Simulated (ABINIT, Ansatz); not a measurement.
# KNbS3 (Pm-3m): zone-centre phonons, part 2 of 5

Which modes does KNbS3 (Pm-3m) have at the zone centre?

ABINIT 10.8.3; DFT PBEsol, scalar-relativistic, plane waves, PseudoDojo norm-conserving pseudopotentials.

So far. Step 2 (Relaxing the cell and atoms): The volume changes by +0.4 % from the cell with which this run began. The relaxed cell has a = 4.821 Å (conventional setting).

The structure was built from a prototype and need not be the compound's stable phase.

**4. Linear response at Γ**

At q = 0 one unit cell holds all displacements. The response is solved for single atoms along the cell's directions, and symmetry skips those that follow from others. The crystal is treated as a metal, which screens a static field, so no field response is asked.

dfpt_gamma.abi

```

# common to the responses
getwfk_filepath "gso_WFK"
kptopt 2
nqpt 1
qpt 0.0 0.0 0.0
asr 0
chneut 0

# displacements
rfphon 1
rfatpol 1 5
rfdir 1 1 1
tolvrs 1.0d-10
prtwf 0

# basis, mesh and filling
ecut 37.0
ngkpt 6 6 6
nshiftk 1
shiftk 0.0 0.0 0.0
istwfk *1
occopt 3
tsmear 0.01
nband 29
nstep 100
diemac 1000000.0
prtebands 0
prtgsr 0
useylm 1

# cell and atoms
acell 9.110852696 9.110852696 9.110852696
rprim 
    1.0 0.0 0.0
    0.0 1.0 0.0
    0.0 0.0 1.0
ntypat 3
znucl 19 41 16
natom 5
typat 1 2 3 3 3
xred 
    0.0 0.0 0.0
    0.5 0.5 0.5
    0.5 0.5 0.0
    0.5 0.0 0.5
    0.0 0.5 0.5
pp_dirpath "./pseudo"
pseudos "K.upf, Nb.upf, S.upf"
```

Started as:

```sh
$ OMP_NUM_THREADS=1 mpirun -n 4 abinit dfpt_gamma.abi > dfpt_gamma.log
```

Numbers of over 12 decimals in the logs are rounded to 6 here.

dfpt_gamma.abo, the main output file:

```text
[banners, grids, parts of the stress and lines that vanish by symmetry left out]
- input  file    -> dfpt_gamma.abi
- output file    -> dfpt_gamma.abo
- root for input  files -> dfpt_gammai
- root for output files -> dfpt_gammao

 Symmetries : space group Pm -3 m (#221); Bravais cP (primitive cubic)
================================================================================
 Values of the parameters that define the memory need of the present run (RF).
     intxc =       0      iscf =       7    lmnmax =      18     lnmax =       6
     mgfft =      50  mpssoang =       3    mqgrid =    3001     natom =       5
  nloc_mem =       1    nspden =       1   nspinor =       1    nsppol =       1
      nsym =      48    n1xccc =    2501    ntypat =       3    occopt =       3
   xclevel =       2
-    mband =          29        mffmem =           1         mkmem =          28
-   mkqmem =          28        mk1mem =          28           mpw =        8217
      nfft =      125000          nkpt =         112
- my_mband =          29
================================================================================
================================================================================

--------------------------------------------------------------------------------
------------- Echo of variables that govern the present computation ------------
--------------------------------------------------------------------------------
-
- outvars: echo of selected default values
-   iomode0 =  0 , fftalg0 =312 , wfoptalg0 =  0
-
- outvars: echo of global parameters not present in the input file
-  max_nthreads =    1
-
 -outvars: echo values of preprocessed input variables
 [... echo left out ...]
================================================================================

 chkinp: Checking input parameters for consistency.

[...]
== DATASET  1 ==================================================================
-   mpi_nproc: 4, omp_nthreads: 1 (-1 if OMP is not activated)

--- !DatasetInfo
iteration_state: {dtset: 1, }
dimensions: {natom: 5, nkpt: 112, mband: 29, nsppol: 1, nspinor: 1, nspden: 1, mpw: 8217, }
cutoff_energies: {ecut:  37.0, pawecutdg:  -1.0, }
electrons: {nelect:   4.00000000E+01, charge:   0.00000000E+00, occopt:   3.00000000E+00, tsmear:   1.00000000E-02, }
meta: {optdriver: 1, rfphon: 1, }
...

 mkfilename: getwfk from: gso_WFK

 Real(R)+Recip(G) space primitive vectors, cartesian coordinates (Bohr,Bohr^-1):
 R(1)=  9.1108527  0.0000000  0.0000000  G(1)=  0.1097592  0.0000000  0.0000000
 R(2)=  0.0000000  9.1108527  0.0000000  G(2)=  0.0000000  0.1097592  0.0000000
 R(3)=  0.0000000  0.0000000  9.1108527  G(3)=  0.0000000  0.0000000  0.1097592
 Unit cell volume ucvol=  7.5627035E+02 bohr^3
 Angles (23,13,12)=  9.00000000E+01  9.00000000E+01  9.00000000E+01 degrees
 setup1 : take into account q-point for computing boxcut.

 getcut: wavevector=  0.0000  0.0000  0.0000  ngfft=  50  50  50
         ecut(hartree)=     37.000   => boxcut(ratio)=   2.00422

--- Pseudopotential description ------------------------------------------------
- pspini: atom type   1  psp file is ./pseudo/K.upf

- pspini: atom type   2  psp file is ./pseudo/Nb.upf

- pspini: atom type   3  psp file is ./pseudo/S.upf

   2.00591221E+03                                ecore*ucvol(ha*bohr**3)
--------------------------------------------------------------------------------

 ==>  initialize data related to q vector <==

 The list of irreducible perturbations for this q vector is:
    1)    idir= 1    ipert=   1
    2)    idir= 1    ipert=   2
    3)    idir= 1    ipert=   3
    4)    idir= 3    ipert=   3

[...]
The perturbation idir=   2  ipert=   1 is
 symmetric of a previously calculated perturbation.
 So, its SCF calculation is not needed.

 The perturbation idir=   3  ipert=   1 is
 symmetric of a previously calculated perturbation.
 So, its SCF calculation is not needed.

 The perturbation idir=   2  ipert=   2 is
 symmetric of a previously calculated perturbation.
 So, its SCF calculation is not needed.

 The perturbation idir=   3  ipert=   2 is
 symmetric of a previously calculated perturbation.
 So, its SCF calculation is not needed.

[...]
The perturbation idir=   2  ipert=   5 is
 symmetric of a previously calculated perturbation.
 So, its SCF calculation is not needed.

 The perturbation idir=   3  ipert=   5 is
 symmetric of a previously calculated perturbation.
 So, its SCF calculation is not needed.

--------------------------------------------------------------------------------
 Perturbation wavevector (in red.coord.)   0.000000  0.000000  0.000000
 Perturbation : displacement of atom   1   along direction   1
 Found     8 symmetries that leave the perturbation invariant.

[...]
dfpt_looppert : total number of electrons, from k and k+q
  fully or partially occupied states are    4.000000E+01 and    4.000000E+01.
 Initialisation of the first-order wave-functions :
  ireadwf=   0

--- !BeginCycle
iteration_state: {dtset: 1, }
solver: {iscf: 7, nstep: 100, nline: 4, wfoptalg: 0, }
tolerances: {tolvrs: 1.00E-10, }
...

     iter   2DEtotal(Ha)        deltaE(Ha) residm    vres2
-ETOT  1   5.936199     -2.735E+03 1.359E+01 9.553E+02
 ETOT  2   1.427638     -4.509E+00 1.812E+00 9.161E+02
 ETOT  3  0.986140     -4.415E-01 9.943E-02 1.663E+02
 ETOT  4  0.916042     -7.010E-02 8.739E-03 4.498E+00
 ETOT  5  0.913379     -2.662E-03 7.046E-03 2.565E+00
[...]
At SCF step   14       vres2   =  7.30E-12 < tolvrs=  1.00E-10 =>converged.
[...]
Mean square residual over all n,k,spin=   13.059E-09; max=  69.730E-07

 Thirteen components of 2nd-order total energy (hartree) are
 1,2,3: 0th-order hamiltonian combined with 1st-order wavefunctions
     kin0=   2.57528182E+03 eigvalue=   2.53512085E+02  local=  -2.31722071E+03
 4,5,6: 1st-order hamiltonian combined with 1st and 0th-order wfs
 loc psp =  -2.50721141E+03  Hartree=   7.63405601E+02     xc=  -1.84145226E+02
 note that "loc psp" includes a xc core correction that could be resolved
 7,8,9: eventually, occupation + non-local contributions
    edocc=   9.62725990E+01     enl0=   1.55249517E+03   enl1=  -2.97199128E+03
 1-9 gives the relaxation energy (to be shifted if some occ is /=2.0)
   erelax=  -2.73960134E+03
 10,11,12 Non-relaxation  contributions : frozen-wavefunctions and Ewald
 fr.local=   1.15894440E+03 fr.nonlo=   1.48735164E+03  Ewald=   1.28272567E+02
 13,14 Frozen wf xc core corrections (1) and (2)
 frxc 1  =  -2.08322729E+02  frxc 2 =   1.74268083E+02
 Resulting in :
 2DEtotal=    0.9126145976E+00 Ha. Also 2DEtotal=    0.248335083087E+02 eV
    (2DErelax=   -2.7396013417E+03 Ha. 2DEnonrelax=    2.7405139563E+03 Ha)
    (  non-var. 2DEtotal :    9.1261487646E-01 Ha)

[...]
Perturbation wavevector (in red.coord.)   0.000000  0.000000  0.000000
 Perturbation : displacement of atom   2   along direction   1
 Found     8 symmetries that leave the perturbation invariant.

[...]
dfpt_looppert : total number of electrons, from k and k+q
  fully or partially occupied states are    4.000000E+01 and    4.000000E+01.
 Initialisation of the first-order wave-functions :
  ireadwf=   0

--- !BeginCycle
iteration_state: {dtset: 1, }
solver: {iscf: 7, nstep: 100, nline: 4, wfoptalg: 0, }
tolerances: {tolvrs: 1.00E-10, }
...

     iter   2DEtotal(Ha)        deltaE(Ha) residm    vres2
-ETOT  1   6.829065     -4.905E+03 2.756E+01 6.693E+03
[...]
At SCF step   14       vres2   =  2.62E-12 < tolvrs=  1.00E-10 =>converged.
[...]
Mean square residual over all n,k,spin=   32.193E-06; max=  34.597E-03

 Thirteen components of 2nd-order total energy (hartree) are
 1,2,3: 0th-order hamiltonian combined with 1st-order wavefunctions
     kin0=   3.72878295E+03 eigvalue=   5.13210432E+02  local=  -3.32073100E+03
 4,5,6: 1st-order hamiltonian combined with 1st and 0th-order wfs
 loc psp =  -4.83267001E+03  Hartree=   1.42543629E+03     xc=  -2.78804955E+02
 note that "loc psp" includes a xc core correction that could be resolved
 7,8,9: eventually, occupation + non-local contributions
    edocc=   5.18186628E+02     enl0=   2.32288069E+03   enl1=  -4.98525207E+03
 1-9 gives the relaxation energy (to be shifted if some occ is /=2.0)
   erelax=  -4.90896104E+03
 10,11,12 Non-relaxation  contributions : frozen-wavefunctions and Ewald
 fr.local=   2.26052190E+03 fr.nonlo=   2.48369557E+03  Ewald=   1.61375166E+02
 13,14 Frozen wf xc core corrections (1) and (2)
 frxc 1  =  -3.81731334E+02  frxc 2 =   3.88078587E+02
 Resulting in :
 2DEtotal=    0.2978850365E+01 Ha. Also 2DEtotal=    0.810586478624E+02 eV
    (2DErelax=   -4.9089610391E+03 Ha. 2DEnonrelax=    4.9119398894E+03 Ha)
    (  non-var. 2DEtotal :    2.9788509157E+00 Ha)

[...]
Perturbation wavevector (in red.coord.)   0.000000  0.000000  0.000000
 Perturbation : displacement of atom   3   along direction   1
 Found     4 symmetries that leave the perturbation invariant.

[...]
dfpt_looppert : total number of electrons, from k and k+q
  fully or partially occupied states are    4.000000E+01 and    4.000000E+01.
 Initialisation of the first-order wave-functions :
  ireadwf=   0

--- !BeginCycle
iteration_state: {dtset: 1, }
solver: {iscf: 7, nstep: 100, nline: 4, wfoptalg: 0, }
tolerances: {tolvrs: 1.00E-10, }
...

     iter   2DEtotal(Ha)        deltaE(Ha) residm    vres2
-ETOT  1   2.700546     -5.884E+02 2.820E+00 6.951E+02
[...]
At SCF step   13       vres2   =  3.75E-11 < tolvrs=  1.00E-10 =>converged.
[...]
Mean square residual over all n,k,spin=   77.174E-07; max=  12.998E-03

 Thirteen components of 2nd-order total energy (hartree) are
 1,2,3: 0th-order hamiltonian combined with 1st-order wavefunctions
     kin0=   5.38649653E+02 eigvalue=  -1.35122385E+01  local=  -3.74394076E+02
 4,5,6: 1st-order hamiltonian combined with 1st and 0th-order wfs
 loc psp =  -4.48275293E+02  Hartree=   1.62705245E+02     xc=  -4.58986663E+01
 note that "loc psp" includes a xc core correction that could be resolved
 7,8,9: eventually, occupation + non-local contributions
    edocc=   2.42264617E+01     enl0=   2.97241654E+02   enl1=  -7.29760775E+02
 1-9 gives the relaxation energy (to be shifted if some occ is /=2.0)
   erelax=  -5.89018034E+02
 10,11,12 Non-relaxation  contributions : frozen-wavefunctions and Ewald
 fr.local=   2.63404348E+02 fr.nonlo=   3.67916977E+02  Ewald=  -2.64164965E+01
 13,14 Frozen wf xc core corrections (1) and (2)
 frxc 1  =  -7.11828030E+01  frxc 2 =   5.73797043E+01
 Resulting in :
 2DEtotal=    0.2083696344E+01 Ha. Also 2DEtotal=    0.567002660245E+02 eV
    (2DErelax=   -5.8901803404E+02 Ha. 2DEnonrelax=    5.9110173038E+02 Ha)
    (  non-var. 2DEtotal :    2.0836966624E+00 Ha)

[...]
Perturbation wavevector (in red.coord.)   0.000000  0.000000  0.000000
 Perturbation : displacement of atom   3   along direction   3
 Found     8 symmetries that leave the perturbation invariant.

--------------------------------------------------------------------------------

--------------------------------------------------------------------------------

 dfpt_looppert : total number of electrons, from k and k+q
  fully or partially occupied states are    4.000000E+01 and    4.000000E+01.
 Initialisation of the first-order wave-functions :
  ireadwf=   0

--- !BeginCycle
iteration_state: {dtset: 1, }
solver: {iscf: 7, nstep: 100, nline: 4, wfoptalg: 0, }
tolerances: {tolvrs: 1.00E-10, }
...

     iter   2DEtotal(Ha)        deltaE(Ha) residm    vres2
-ETOT  1   13.943578700151     -6.189E+02 1.848E+00 1.833E+04
[...]
ETOT 12   9.073871     -1.660E-11 2.347E-03 1.815E-09
 ETOT 13   9.073871     -3.593E-11 3.130E-03 7.938E-11

 At SCF step   13       vres2   =  7.94E-11 < tolvrs=  1.00E-10 =>converged.
[...]
Mean square residual over all n,k,spin=   29.446E-07; max=  31.299E-04

 Thirteen components of 2nd-order total energy (hartree) are
 1,2,3: 0th-order hamiltonian combined with 1st-order wavefunctions
     kin0=   5.69490874E+02 eigvalue=  -7.43521512E+00  local=  -4.10477101E+02
 4,5,6: 1st-order hamiltonian combined with 1st and 0th-order wfs
 loc psp =  -4.65443737E+02  Hartree=   1.88965968E+02     xc=  -4.67671495E+01
 note that "loc psp" includes a xc core correction that could be resolved
 7,8,9: eventually, occupation + non-local contributions
    edocc=   3.35892422E+01     enl0=   2.96359907E+02   enl1=  -7.82009314E+02
 1-9 gives the relaxation energy (to be shifted if some occ is /=2.0)
   erelax=  -6.23726526E+02
 10,11,12 Non-relaxation  contributions : frozen-wavefunctions and Ewald
 fr.local=  -8.96532056E+01 fr.nonlo=   4.03703085E+02  Ewald=   3.34205076E+02
 13,14 Frozen wf xc core corrections (1) and (2)
 frxc 1  =  -7.06088905E+01  frxc 2 =   5.51543314E+01
 Resulting in :
 2DEtotal=    0.9073870649E+01 Ha. Also 2DEtotal=    0.246912598963E+03 eV
    (2DErelax=   -6.2372652650E+02 Ha. 2DEnonrelax=    6.3280039715E+02 Ha)
    (  non-var. 2DEtotal :    9.0738714738E+00 Ha)

[...]
---- first-order wavefunction calculations are completed ----

 ==> Compute Derivative Database <==

 [... matrices left out ...]
  Phonon wavevector (reduced coordinates) :  0.00000  0.00000  0.00000
 Phonon energies in Hartree :
   2.420533E-05  2.420533E-05  2.420533E-05  3.752728E-04  3.752728E-04
   3.752728E-04  5.499697E-04  5.499697E-04  5.499697E-04  5.891569E-04
   5.891569E-04  5.891569E-04  1.517955E-03  1.517955E-03  1.517955E-03
 Phonon frequencies in cm-1    :
-  5.312456E+00  5.312456E+00  5.312456E+00  8.236286E+01  8.236286E+01
-  8.236286E+01  1.207044E+02  1.207044E+02  1.207044E+02  1.293050E+02
-  1.293050E+02  1.293050E+02  3.331526E+02  3.331526E+02  3.331526E+02

== END DATASET(S) ==============================================================
================================================================================

 -outvars: echo values of variables after computation
            acell      9.1108526960E+00  9.1108526960E+00  9.1108526960E+00 Bohr
           etotal      9.0738706485E+00
            fcart      0.0000000000E+00  0.0000000000E+00  0.0000000000E+00
           strten      0.0000000000E+00  0.0000000000E+00  0.0000000000E+00
================================================================================
```

Run time: 13 min. Hardware: 4 MPI ranks of Intel Xeon at 2.70GHz, shared host.

Read from the output:

```
largest acoustic frequency at the zone centre before the sum rule : 5.31 cm⁻¹
highest optical zone-centre mode (no LO-TO term)                  : 333.1 cm⁻¹
lowest optical zone-centre mode                                   : 82.36 cm⁻¹
```

The acoustic modes at Γ come out as far as 5.3 cm⁻¹ from zero, where they should vanish, a small numerical error.

(Part 2 of 5 ends here.)

[Host names and launcher messages were left out of these logs when they were recorded.]

[Logs are printed without paths, hosts, clocks, repeated set-up lines and the standing remarks that a program may print on its own settings, such as how far it seeks lower states.]

[Hosts, paths, dates, database ids (printed as entryN), source tags and the programs' standing remarks are cut or masked in the printed files.]
